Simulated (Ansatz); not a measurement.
# Work function of Ir(100): what the settings cost and change

How far do functional and pseudopotentials move the work function of Ir(100), and at what cost?

Program: Ansatz 0.2.0. Level of theory: plane-wave DFT, PBE, Ansatz PAW, in the first sound run; inputs show where later runs differ. Results are calculated unless marked as measured.

Report form: the programs' logs are mostly left out.

### Step 1. The structure

The cell holds 7 atoms: 7 Ir. Cell: a = 2.715 Å, b = 2.715 Å, c = 29.520 Å, α = 90.0°, β = 90.0°, γ = 90.0°. Vacuum lies along c.

### Step 2. Run, setting PBE, Ansatz PAW (420 eV)

A work function rests on the faint tail of the density, so the SCF threshold is tight. PBE on the default files comes first; the next runs keep the geometry and change functional or files, each at the cutoff that its files recommend; a relaxation and, for heavy metals, spin-orbit coupling close the ladder.

Contents of input.yaml:

```yaml
crystal:
  lattice:
    - [2.7152900398, 0.0, 0.0]
    - [0.0, 2.7152900398, 0.0]
    - [0.0, 0.0, 29.52]
  atoms:
    - { symbol: Ir, position: [0.0, 0.0, 0.3048780488] }
    - { symbol: Ir, position: [0.5, 0.5, 0.3699186992] }
    - { symbol: Ir, position: [0.0, 0.0, 0.4349593496] }
    - { symbol: Ir, position: [0.5, 0.5, 0.5] }
    - { symbol: Ir, position: [0.0, 0.0, 0.5650406504] }
    - { symbol: Ir, position: [0.5, 0.5, 0.6300813008] }
    - { symbol: Ir, position: [0.0, 0.0, 0.6951219512] }
kpoints:
  mp_grid: { grid: [15, 15, 1] }
hamiltonian:
  xc: pbe
scf:
  occupations: { method: fermi_dirac, width: 0.1 }
  convergence: { dr2_threshold: 1.0e-09 }
efield:
  axis: 3
  dipole_correction: true
  ramp_position: 0.97
  ramp_width: 0.06
output:
  write_potential: true
  write_density: true
  volumetric_format: npy
  elf: true
```

Started as:

```
ansatz run input.yaml --threads 4 --pin off --max-ram 6144MiB --backend cpu --events-out ev --progress --plain --runs-dir out
```

Run time: 44 s. Hardware: 4 threads of Arm Neoverse N1, shared host; peak memory 0.93 GiB; 2.6 min of CPU time.

This step gave:

```
energy at zero smearing   : -83544.4252 eV
work function, upper face : 5.547 eV
```

Running mean over 1.92 Å of the planar mean; the ramp of the sawtooth is left out. The electron's electrostatic potential energy less the Fermi level by z:

| z (Å) | electron's electrostatic potential energy less the Fermi level (eV) |
| --- | --- |
| 3.5 | 5.55 |
| 4.0 | 5.55 |
| 4.5 | 5.55 |
| 5.0 | 5.54 |
| 5.5 | 5.53 |
| 6.0 | 5.49 |
| 6.5 | 5.34 |
| 7.0 | 4.72 |
| 7.5 | 2.22 |
| 8.0 | -3.50 |
| 8.5 | -9.48 |
| 9.0 | -12.3 |
| 9.5 | -13.0 |
| 10.0 | -13.2 |
| 10.5 | -13.3 |
| 11.0 | -13.5 |
| 11.5 | -13.5 |
| 12.0 | -13.5 |
| 12.5 | -13.5 |
| 13.0 | -13.6 |
| 13.5 | -13.6 |
| 14.0 | -13.6 |
| 14.5 | -13.6 |
| 15.0 | -13.6 |
| 15.5 | -13.6 |
| 16.0 | -13.6 |
| 16.5 | -13.6 |
| 17.0 | -13.5 |
| 17.5 | -13.5 |
| 18.0 | -13.5 |
| 18.5 | -13.5 |
| 19.0 | -13.4 |
| 19.5 | -13.2 |
| 20.0 | -13.0 |
| 20.5 | -12.4 |
| 21.0 | -9.68 |
| 21.5 | -3.77 |
| 22.0 | 2.06 |
| 22.5 | 4.67 |
| 23.0 | 5.33 |
| 23.5 | 5.49 |
| 24.0 | 5.53 |
| 24.5 | 5.54 |
| 25.0 | 5.55 |
| 25.5 | 5.55 |
| 26.0 | 5.55 |

Electrostatic potential energy in the ca plane at fractional y = 0.000, with atoms of Ir within 0.2 Å of it. With pseudopotentials it is smooth inside the atoms' cores, unlike the true potential.

Values in eV, 5 rows by 16 columns, each cell a mean:
```
-19  10  -3 -54 -11  10 -11 -54  -3  10 -19 -50   4  14  14  14
  2   8   6 -12   4   8   4 -12   6   8   2  -9  10  14  14  14
  8   7   8   4   8   7   8   4   8   7   8   5  12  14  14  14
 -5   9   4 -28   0   9   0 -28   4   9  -5 -25   9  14  14  14
-24  11  -6 -59 -15  11 -15 -59  -6  11 -24 -56   2  14  14  14
```
Columns run along c (16.0 Å, from fractional 0.32 to 0.86 of the cell; values clipped at the 3rd and 97th percentile), rows up along a (2.7 Å). Atoms in or near the plane, at fractional coordinates: Ir at (0.43, 0.00), Ir at (0.57, 0.00), Ir at (0.70, 0.00).

Valence density in the ca plane at fractional y = 0.000, with atoms of Ir within 0.2 Å of it. It is the smooth field of the valence electrons, not physical close to the nuclei.

Ten even steps from '0' (0.0 e/Å³) to '9' (8.9 e/Å³), each cell a mean:
```
61000001598410000037972000001588510000000000
20000000244100000013531000000244200000000000
00000000011000000001100000000011000000000000
00000000000000000000000000000000000000000000
00000000000000000000000000000000000000000000
10000000122100000002320000000122100000000000
41000001477300000026751000001377400000000000
72000002799510000038982000001699610000000000
```
Columns run along c (16.0 Å, from fractional 0.32 to 0.86 of the cell), rows up along a (2.7 Å). Atoms in or near the plane, at fractional coordinates: Ir at (0.43, 0.00), Ir at (0.57, 0.00), Ir at (0.70, 0.00).

ELF in the ca plane at fractional y = 0.000, with atoms of Ir within 0.2 Å of it. It is the smooth field of the valence electrons, not physical close to the nuclei.

Ten even steps from '0' (0.00) to '9' (0.68), each cell a mean:
```
96422236988843223479897432235988963210000000
74433344688544334457874433344688743210000000
43444444454344444434543444444355443210000000
34445444444444554444444445444345554210000000
33444444344344444444444444444344543210000000
54433444576444444446754443344577543210000000
85432335899743323469996432235899853210000000
97422237967953223488598422236976964210000000
```
Columns run along c (16.0 Å, from fractional 0.32 to 0.86 of the cell), rows up along a (2.7 Å). Atoms in or near the plane, at fractional coordinates: Ir at (0.43, 0.00), Ir at (0.57, 0.00), Ir at (0.70, 0.00).

The work function is 5.547 eV.

### Step 3. Run

This step: plane-wave DFT, LDA, Ansatz PAW (Ansatz 0.2.0).

input.yaml: that of step 2 with these lines changed.

```diff
@@ -16,3 +16,3 @@
 hamiltonian:
-  xc: pbe
+  xc: lda
 scf:
@@ -29,2 +29 @@
   volumetric_format: npy
-  elf: true
```

The job ended after 42 s (4 threads; peak memory 0.92 GiB; 2.6 min of CPU time).

The work function is 5.901 eV, +0.354 eV from the run “PBE, Ansatz PAW (420 eV)”, at 0.98 times its CPU time.

### Step 4. Slab

This step: plane-wave DFT, PBEsol, Ansatz PAW (Ansatz 0.2.0).

input.yaml: that of step 3 with these lines changed.

```diff
@@ -16,3 +16,3 @@
 hamiltonian:
-  xc: lda
+  xc: pbesol
 scf:
```

It took 41 s on 4 threads; peak memory 0.92 GiB; 2.6 min of CPU time.

The work function is 5.671 eV, +0.124 eV from the run “PBE, Ansatz PAW (420 eV)”, at 0.97 times its CPU time.

### Step 5. Slab

This step: plane-wave DFT, RPBE, Ansatz PAW (Ansatz 0.2.0).

input.yaml: that of step 4 with these lines changed.

```diff
@@ -16,3 +16,3 @@
 hamiltonian:
-  xc: pbesol
+  xc: rpbe
 scf:
```

Wall time 41 s (4 threads); peak memory 0.93 GiB.

The work function is 5.391 eV, -0.156 eV from the run “PBE, Ansatz PAW (420 eV)”, at 0.98 times its CPU time.

### Step 6. Run

This step: plane-wave DFT, r2SCAN, Ansatz PAW (Ansatz 0.2.0).

input.yaml: that of step 5 with these lines changed.

```diff
@@ -16,3 +16,3 @@
 hamiltonian:
-  xc: rpbe
+  xc: r2scan
 scf:
```

It took 2 min on 4 threads; peak memory 1.3 GiB; 6.9 min of CPU time.

The work function is 5.623 eV, +0.076 eV from the run “PBE, Ansatz PAW (420 eV)”, at 2.6 times its CPU time.

### Step 7. Slab

This step: plane-wave DFT, PBE, JTH PAW (Ansatz 0.2.0).

input.yaml: that of step 6 with these lines changed.

```diff
@@ -16,3 +16,4 @@
 hamiltonian:
-  xc: r2scan
+  xc: pbe
+  pseudopotentials: { kind: paw, source: jth }
 scf:
```

The job ended after 3.5 min (4 threads; peak memory 1.5 GiB).

The work function is 5.551 eV, +0.004 eV from the run “PBE, Ansatz PAW (420 eV)”, at 4.2 times its CPU time.

### Step 8. Slab

This step: plane-wave DFT, PBE, norm-conserving (Ansatz 0.2.0).

input.yaml: that of step 7 with these lines changed.

```diff
@@ -17,3 +17,3 @@
   xc: pbe
-  pseudopotentials: { kind: paw, source: jth }
+  pseudopotentials: { kind: nc }
 scf:
```

Run time: 2.7 min. Hardware: 4 threads; peak memory 2.2 GiB.

The work function is 5.547 eV, -0.000 eV from the run “PBE, Ansatz PAW (420 eV)”, at 3.6 times its CPU time.

### Step 9. Run

This step: plane-wave DFT, LDA, norm-conserving (Ansatz 0.2.0).

input.yaml: that of step 8 with these lines changed.

```diff
@@ -16,3 +16,3 @@
 hamiltonian:
-  xc: pbe
+  xc: lda
   pseudopotentials: { kind: nc }
```

Run time: 2.6 min. Hardware: 4 threads; peak memory 2.2 GiB.

The work function is 5.905 eV, +0.358 eV from the run “PBE, Ansatz PAW (420 eV)”, at 3.5 times its CPU time.

### Step 10. Run, setting PBE, all layers relaxed

This step: plane-wave DFT, PBE, Ansatz PAW (Ansatz 0.2.0).

input.yaml: that of step 9 with these lines changed.

```diff
@@ -16,4 +16,3 @@
 hamiltonian:
-  xc: lda
-  pseudopotentials: { kind: nc }
+  xc: pbe
 scf:
@@ -26,2 +25,5 @@
   ramp_width: 0.06
+relax:
+  f_tol: 0.01
+  max_steps: 40
 output:
```

Wall time 2.3 min (4 threads); peak memory 0.82 GiB.

The relaxation took 4 steps and lowered the energy by 0.075 eV; the largest force on the free atoms ends at 0.0045 eV/Å.

The work function is 5.551 eV, +0.003 eV from the run “PBE, Ansatz PAW (420 eV)”, at 2.9 times its CPU time.

### Step 11. Run

This step: plane-wave DFT, PBE, fully relativistic PAW with spin-orbit coupling (Ansatz 0.2.0).

input.yaml: that of step 10 with these lines changed.

```diff
@@ -17,2 +17,3 @@
   xc: pbe
+  pseudopotentials: { kind: paw_fr }
 scf:
@@ -25,5 +26,5 @@
   ramp_width: 0.06
-relax:
-  f_tol: 0.01
-  max_steps: 40
+magnetization:
+  noncollinear: true
+  spin_orbit: true
 output:
```

Wall time 6.2 min (4 threads); peak memory 3.6 GiB.

The work function is 5.520 eV, -0.027 eV from the run “PBE, Ansatz PAW (420 eV)”, at 8.8 times its CPU time.

### Step 12. Side by side

Times are for 4 threads of Arm Neoverse N1, shared host. The runs compared:

| no. | setting | work function, upper face (eV) | time | memory (GiB) |
| --- | --- | --- | --- | --- |
| 1 | PBE, Ansatz PAW (420 eV) | 5.547 | 44 s | 0.93 |
| 2 | LDA, Ansatz PAW (420 eV) | 5.901 | 42 s | 0.92 |
| 3 | PBEsol, Ansatz PAW (420 eV) | 5.671 | 41 s | 0.92 |
| 4 | RPBE, Ansatz PAW (420 eV) | 5.391 | 41 s | 0.93 |
| 5 | r2SCAN, Ansatz PAW (500 eV) | 5.623 | 2 min | 1.3 |
| 6 | PBE, JTH PAW (720 eV) | 5.551 | 3.5 min | 1.5 |
| 7 | PBE, norm-conserving (925 eV) | 5.547 | 2.7 min | 2.2 |
| 8 | LDA, norm-conserving (925 eV) | 5.905 | 2.6 min | 2.2 |
| 9 | PBE, all layers relaxed | 5.551 | 2.3 min | 0.82 |
| 10 | PBE with spin-orbit coupling (420 eV) | 5.520 | 6.2 min | 3.6 |

### Step 13. The same run with other settings

This step: plane-wave DFT, PBE, Ansatz PAW (Ansatz 0.2.0).

An input spoilt on purpose, to show how the run answers: it repeats the earlier run “PBE, Ansatz PAW (420 eV)” with kpoints.mp_grid.kspacing to 0.3, and scf.max_iter set to 100; its output block differs too.

input.yaml: that of step 11 with these lines changed.

```diff
@@ -14,6 +14,5 @@
 kpoints:
-  mp_grid: { grid: [15, 15, 1] }
+  mp_grid: { grid: [15, 15, 1], kspacing: 0.3 }
 hamiltonian:
   xc: pbe
-  pseudopotentials: { kind: paw_fr }
 scf:
@@ -21,2 +20,3 @@
   convergence: { dr2_threshold: 1.0e-09 }
+  max_iter: 100
 efield:
@@ -26,5 +26,2 @@
   ramp_width: 0.06
-magnetization:
-  noncollinear: true
-  spin_orbit: true
 output:
```

Run time: 0.07 s. Hardware: 4 threads; peak memory 0.068 GiB.

The input was rejected at the start.

The program's message: “Error: invalid value for `kpoints.mp_grid.kspacing`: mutually exclusive with `grid` — set one or the other”

The fault put into the input: a mesh and a spacing both set.

### Step 14. Results

```
work function, PBE, Ansatz PAW (420 eV)              : 5.547 eV
work function, LDA, Ansatz PAW (420 eV)              : 5.901 eV
work function, RPBE, Ansatz PAW (420 eV)             : 5.391 eV
work function, r2SCAN, Ansatz PAW (500 eV)           : 5.623 eV
work function, LDA, norm-conserving (925 eV)         : 5.905 eV
work function, PBE, all layers relaxed               : 5.551 eV
work function, PBE with spin-orbit coupling (420 eV) : 5.520 eV
```

What this shows: PBE on the default files gives 5.55 eV, and the settings tried spread the value from 5.39 to 5.90 eV. At one geometry LDA lies 0.35 eV above PBE. The choice of pseudopotentials moves the PBE value by 0.005 eV. Relaxing the layers changes it by +0.003 eV. Spin-orbit coupling, on the fully relativistic files, changes it by -0.03 eV. A compiled measured value is 5.96 eV (arxiv:1902.07811, 2019), but the real face reconstructs and these slabs don't, so it is no test of the method. The ladder's slabs use the tabulated experimental lattice constant (two decimals; a low-temperature value for the alkali metals).

[Logs are printed without paths, hosts, clocks, repeated set-up lines and the standing remarks that a program may print on its own settings, such as how far it seeks lower states.]

[Hosts, paths, dates, database ids (printed as entryN), source tags and the programs' standing remarks are cut or masked in the printed files.]

[Maps of the electrostatic potential energy from Ansatz leave out the sawtooth potential of an applied field or a dipole correction, so their vacuum need not be flat; planar profiles and work functions include it.]
